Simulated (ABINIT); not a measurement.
# Quasiparticle gap of LiHS (Ama2) in ABINIT, part 3 of 3

How does a plane-wave GW calculation on LiHS (Ama2) run from the first input to the gap?

ABINIT 10.8.3; PBEsol and many-body steps on it, plane waves. Known limits of the many-body steps: not at the basis limit; coarse k mesh.

So far. Step 3 (Bands along the symmetry lines): The gap is 3.330 eV, as in the run before at this level. Step 4 (Empty states on the mesh, 2×2×2 mesh, 79 bands): On this mesh the gap is 3.330 eV.

**5. Screening, 2×2×2 mesh, 73 bands, screening to 106.1 eV**

The RPA dielectric matrix is built and inverted for each q.

This step: RPA screening on PBEsol, plane waves, norm-conserving pseudopotentials.

run.abi

```
acell 3*1.0 Angstrom
rprim 
  6.156870000000 0.000000000000 0.000000000000
  0.000000000000 2.809205000000 2.757390000000
  0.000000000000 -2.809205000000 2.757390000000
ntypat 3
znucl 3 1 16
natom 6
typat 1 1 2 2 3 3
xred 
  0.500000000000 0.501660000000 0.501660000000
  0.000000000000 0.501660000000 0.501660000000
  0.250000000000 0.133090000000 0.983490000000
  0.750000000000 0.983490000000 0.133090000000
  0.750000000000 0.998760000000 0.475340000000
  0.250000000000 0.475340000000 0.998760000000
pp_dirpath "pseudos"
pseudos "Li.upf, H.upf, S.upf"
ecut 33
ngkpt 2 2 2
nshiftk 1
shiftk 0 0 0
kptopt 1
chksymbreak 0
istwfk *1
occopt 1
irdwfk 1
optdriver 3
nband 73
ecuteps 3.9
inclvkb 2
awtr 1
symchi 1
indata_prefix "in"
outdata_prefix "out"
tmpdata_prefix "tmp"
```

Command:

```sh
$ OMP_NUM_THREADS=1 mpirun -n 8 abinit run.abi > log
```

Numbers of over 12 decimals in the logs are rounded to 6 here.

Output:

```text
.Version 10.8.3 of ABINIT. v10.8.2 released Aug 2026.

 Symmetries : space group Am a 2 (# 40); Bravais oC (1-face-center ortho.)
[... echo of the input left out ...]
== DATASET  1 ==================================================================
-   mpi_nproc: 8, omp_nthreads: 1 (-1 if OMP is not activated)

--- !DatasetInfo
iteration_state: {dtset: 1, }
dimensions: {natom: 6, nkpt: 6, mband: 73, nsppol: 1, nspinor: 1, nspden: 1, mpw: 5848, }
cutoff_energies: {ecut:  33.0, pawecutdg:  -1.0, }
electrons: {nelect:   2.00000000E+01, charge:   0.00000000E+00, occopt:   1.00000000E+00, tsmear:   1.00000000E-02, }

 SCREENING: Calculation of the susceptibility and dielectric matrices

 Based on a program developped by R.W. Godby, V. Olevano, G. Onida, and L. Reining.
 Incorporated in ABINIT by V. Olevano, G.-M. Rignanese, and M. Torrent.
.Using double precision arithmetic ; gwpc =  8

[... cell and pseudopotentials left out ...]
--------------------------------------------------------------------------------

 ==== K-mesh for the wavefunctions ====
 Number of points in the irreducible wedge :     6
[... list of points left out ...]
 Together with  4 symmetry operations and time-reversal symmetry
 yields     8 points in the full Brillouin Zone.

 ==== Q-mesh for the screening function ====
 Number of points in the irreducible wedge :     6
[... list of points left out ...]
 Together with  4 symmetry operations and time-reversal symmetry
 yields     8 points in the full Brillouin Zone.

 setmesh: FFT mesh size selected  =    48x   30x   30
          total number of points  =        43200

 vcoul_init : cutoff-mode = AUXILIARY_FUNCTION
 q-points for optical limit:   1
     1)      0.000010    0.000020    0.000030

- screening: taking advantage of time-reversal symmetry
- Maximum band index for partially occupied states nbvw = 10
- Remaining bands to be divided among processors   nbcw = 63
- Number of bands treated by each node ~7

 Number of electrons calculated from density =   20.0000; Expected =   20.0000
 average of density, n =  0.031071
 r_s =    1.9733
 omega_plasma =   17.0034 [eV]

 calculating chi0 at frequencies [eV] :
  1    0.000000E+00    0.000000E+00
  2    0.000000E+00    1.700343E+01

--------------------------------------------------------------------------------
  q-point number  1        q = ( 0.000000, 0.000000, 0.000000) [r.l.u.]
--------------------------------------------------------------------------------
[... chi0 elements left out ...]
 For q-point:  0.000010 0.000020 0.000030
  dielectric constant =   3.7276
  dielectric constant without local fields =   4.6170

  Average fulfillment of the sum rule on Im[epsilon] for q-point    1 :     61.77  [%]
[... wings left out ...]
  q-point number  2        q = ( 0.500000, 0.000000, 0.000000) [r.l.u.]
--------------------------------------------------------------------------------
[... chi0 elements left out ...]
  Average fulfillment of the sum rule on Im[epsilon] for q-point    2 :     70.92  [%]

 [... 4 further q-points ...]
```

Elapsed: 6.1 s, on 8 MPI ranks of Arm Neoverse V1, shared host; peak memory 1.2 GiB.

Numbers from this step:

```
ε∞ with local fields, on this mesh, along the program's q direction : 3.728
the same without local fields                                       : 4.617
plasma frequency                                                    : 17.00 eV
plane waves in the screening matrix                                 : 239
```

Local fields lower ε∞ by 19 %. On a Γ-centred mesh this coarse the value itself is usually too large, while a short band sum pulls it down.

**6. Self-energy, 2×2×2 mesh, 73 bands, screening to 106.1 eV**

The self-energy is evaluated for the states that the input lists, and the levels follow from it, in one-shot runs by the linearised quasiparticle equation.

This step: G0W0 on PBEsol, plane waves, norm-conserving pseudopotentials.

run.abi, as its differences from that of step 5:

```diff
@@ -27,8 +27,15 @@
 irdwfk 1
-optdriver 3
+optdriver 4
 nband 73
+gwcalctyp 0
+ecutsigx 33
+symsigma 1
+nkptgw 1
+kptgw 
+  0.0000000000 0.0000000000 0.0000000000
+bdgw 
+  9 12
 ecuteps 3.9
-inclvkb 2
-awtr 1
-symchi 1
+irdscr 1
+ppmodel 1
 indata_prefix "in"
```

Output:

```text
.Version 10.8.3 of ABINIT. v10.8.2 released Aug 2026.

 Symmetries : space group Am a 2 (# 40); Bravais oC (1-face-center ortho.)
[... echo of the input left out ...]
== DATASET  1 ==================================================================
-   mpi_nproc: 8, omp_nthreads: 1 (-1 if OMP is not activated)

--- !DatasetInfo
iteration_state: {dtset: 1, }
dimensions: {natom: 6, nkpt: 6, mband: 73, nsppol: 1, nspinor: 1, nspden: 1, mpw: 5848, }
cutoff_energies: {ecut:  33.0, pawecutdg:  -1.0, }
electrons: {nelect:   2.00000000E+01, charge:   0.00000000E+00, occopt:   1.00000000E+00, tsmear:   1.00000000E-02, }

 SIGMA: Calculation of the GW corrections

 Based on a program developped by R.W. Godby, V. Olevano, G. Onida, and L. Reining.
 Incorporated in ABINIT by V. Olevano, G.-M. Rignanese, and M. Torrent.
.Using double precision arithmetic ; gwpc =  8

[... cell and pseudopotentials left out ...]
--------------------------------------------------------------------------------

 ==== K-mesh for the wavefunctions ====
 Number of points in the irreducible wedge :     6
[... list of points left out ...]
 Together with  4 symmetry operations and time-reversal symmetry
 yields     8 points in the full Brillouin Zone.

 ==== Q-mesh for screening function ====
 Number of points in the irreducible wedge :     6
[... list of points left out ...]
 Together with  4 symmetry operations and time-reversal symmetry
 yields     8 points in the full Brillouin Zone.

 vcoul_init : cutoff-mode = AUXILIARY_FUNCTION
 q-points for optical limit:   1
     1)      0.000010    0.000020    0.000030
 setmesh: FFT mesh size selected  =    64x   40x   40
          total number of points  =       102400

 Number of electrons calculated from density =   20.0000; Expected =   20.0000
 average of density, n =  0.031071
 r_s =    1.9733
 omega_plasma =   17.0034 [eV]

 === KS Band Gaps ===
  >>>> For spin  1
   Minimum direct gap =   3.3299 [eV], located at k-point      :   0.0000  0.0000  0.0000
   Fundamental gap    =   3.3299 [eV], Top of valence bands at :   0.0000  0.0000  0.0000
                                       Bottom of conduction at :   0.0000  0.0000  0.0000
 SIGMA fundamental parameters:
 PLASMON POLE MODEL  1
 number of plane-waves for SigmaX                 5839
 number of plane-waves for SigmaC and W            239
 number of plane-waves for wavefunctions          5839
 number of bands                                    73
 number of independent spin polarizations            1
 number of spinorial components                      1
 number of k-points in IBZ                           6
 number of q-points in IBZ                           6
 number of symmetry operations                       4
 number of k-points in BZ                            8
 number of q-points in BZ                            8
 number of frequencies for dSigma/dE                 9
 frequency step for dSigma/dE [eV]                0.25
 number of omega for Sigma on real axis              0
 max omega for Sigma on real axis  [eV]           0.00
 zcut for avoiding poles [eV]                     0.10

 EPSILON^-1 parameters (SCR file):
 dimension of the eps^-1 matrix on file            239
 dimension of the eps^-1 matrix used               239
 number of plane-waves for wavefunctions          5839
 number of bands                                    73
 number of q-points in IBZ                           6
 number of frequencies                               2
 number of real frequencies                          1
 number of imag frequencies                          1

 matrix elements of self-energy operator (all in [eV])

 Perturbative Calculation

--- !SelfEnergy_ee
iteration_state: {dtset: 1, }
kpoint     : [   0.000,    0.000,    0.000, ]
spin       : 1
KS_gap     :    3.330
QP_gap     :    5.474
Delta_QP_KS:    2.144
data: !SigmaeeData |
     Band     E0 <VxcDFT>   SigX SigC(E0)      Z dSigC/dE  Sig(E)    E-E0       E
        9  -0.707 -12.411 -15.817   2.127   0.795  -0.258 -13.428  -1.017  -1.724
       10  -0.122 -12.727 -15.736   1.901   0.797  -0.254 -13.611  -0.883  -1.005
       11   3.208  -8.834  -4.303  -3.007   0.827  -0.209  -7.573   1.260   4.468
       12   3.571  -8.614  -4.145  -2.916   0.828  -0.208  -7.328   1.286   4.857

== END DATASET(S) ==============================================================
================================================================================

 -outvars: echo values of variables after computation  --------
           etotal      0.0000000000E+00
            nband          73
             nkpt           6
          spgroup          40
 [... the other variables as echoed above ...]

 Calculation completed.
```

Run time: 3.1 s. Hardware: 8 MPI ranks; peak memory 0.85 GiB; 24 s of CPU time.

This step gave:

| Item | Value |
| --- | --- |
| G0W0 gap on the points computed | 5.473 eV |
| starting gap on the mesh | 3.330 eV |
| k of the valence top | 0, 0, 0 |
| k of the conduction bottom | 0, 0, 0 |
| Z at the valence top | 0.797 |
| Z at the conduction bottom | 0.827 |
| least direct G0W0 gap on the computed points | 5.473 eV |

The gap on the mesh goes from 3.33 eV to 5.47 eV, a correction of +2.14 eV.

Limits: finite bands, cutoff and mesh; coarse k mesh. v1 is the top filled band, c1 the lowest empty one. Levels before and after the correction, in eV, zero at the valence-band top of each column:

|  | conduction bottom | valence top |
| --- | --- | --- |
| Kohn-Sham | 3.33 | 0.00 |
| G0W0 | 5.47 | 0.00 |

|  | level | energy (eV) |
| --- | --- | --- |
| Kohn-Sham | Γ v2 | -0.585 |
| Kohn-Sham | Γ v1 | 0.000 |
| Kohn-Sham | Γ c1 | 3.330 |
| Kohn-Sham | Γ c2 | 3.693 |
| G0W0 | Γ v2 | -0.719 |
| G0W0 | Γ v1 | 0.000 |
| G0W0 | Γ c1 | 5.473 |
| G0W0 | Γ c2 | 5.862 |

**7. Where the time went**

Times are wall times on 8 MPI ranks of Arm Neoverse V1, shared host, good to a factor of about two.

| step | time | share | memory (GiB) |
| --- | --- | --- | --- |
| ground state | 22 s | 34 % | 0.68 |
| bands along the symmetry lines | 20 s | 31 % | 0.65 |
| empty states on the mesh | 14 s | 22 % | 0.57 |
| screening | 6.1 s | 9 % | 1.2 |
| self-energy | 3.1 s | 5 % | 0.85 |

**8. Results**

```json
{"PBEsol gap": "3.33 eV, direct", "G0W0 gap on the mesh": "5.47 eV", "GW settings": "2×2×2 mesh, 73 bands, screening to 106.1 eV, Godby-Needs plasmon pole", "known limits": "not at the basis limit; coarse k mesh"}
```

G0W0 moves the gap on the mesh from 3.33 eV to 5.47 eV (+2.14 eV), with Z of 0.80 and 0.83 at the edges. Local fields lower the RPA ε∞ on this mesh from 4.62 to 3.73; a Γ-centred mesh this coarse tends to raise both, most where the direct gap is narrow, while a short band sum lowers them. Only 1 of the mesh's irreducible points was corrected, so a valley elsewhere could overtake. Bands and cutoff are finite, so the gap is not at the basis limit. The miss can reach some tenths of an eV and take either sign; the mesh is an error of its own. In the G0W0 run levels were corrected at 1 k point alone, so a gap called «on the mesh» is the least over those, and an edge elsewhere would be missed. The 2×2×2 mesh is coarse for this cell, which bears on the long-range parts of exchange and screening.

[Paths, hosts, dates, memory and timing lines, banners, echoed tables and standing remarks are left out of the program output.]

[Logs are printed without paths, hosts, clocks, repeated set-up lines and the standing remarks that a program may print on its own settings, such as how far it seeks lower states.]

[Runs of the session that timed out or met a known fault of the program may be left out.]

[Hosts, paths, dates, database ids (printed as entryN), source tags and the programs' standing remarks are cut or masked in the printed files.]

[G0W0 gaps are taken among the corrected bands and points alone; a level outside them can change the order at an edge.]

[Where Ansatz stands beside ABINIT at settings called matched, ABINIT's density can come from a denser mesh and the files from another edition; pairs whose starting gaps differed by over 0.03 eV were left out, so agreement reads better than it is.]
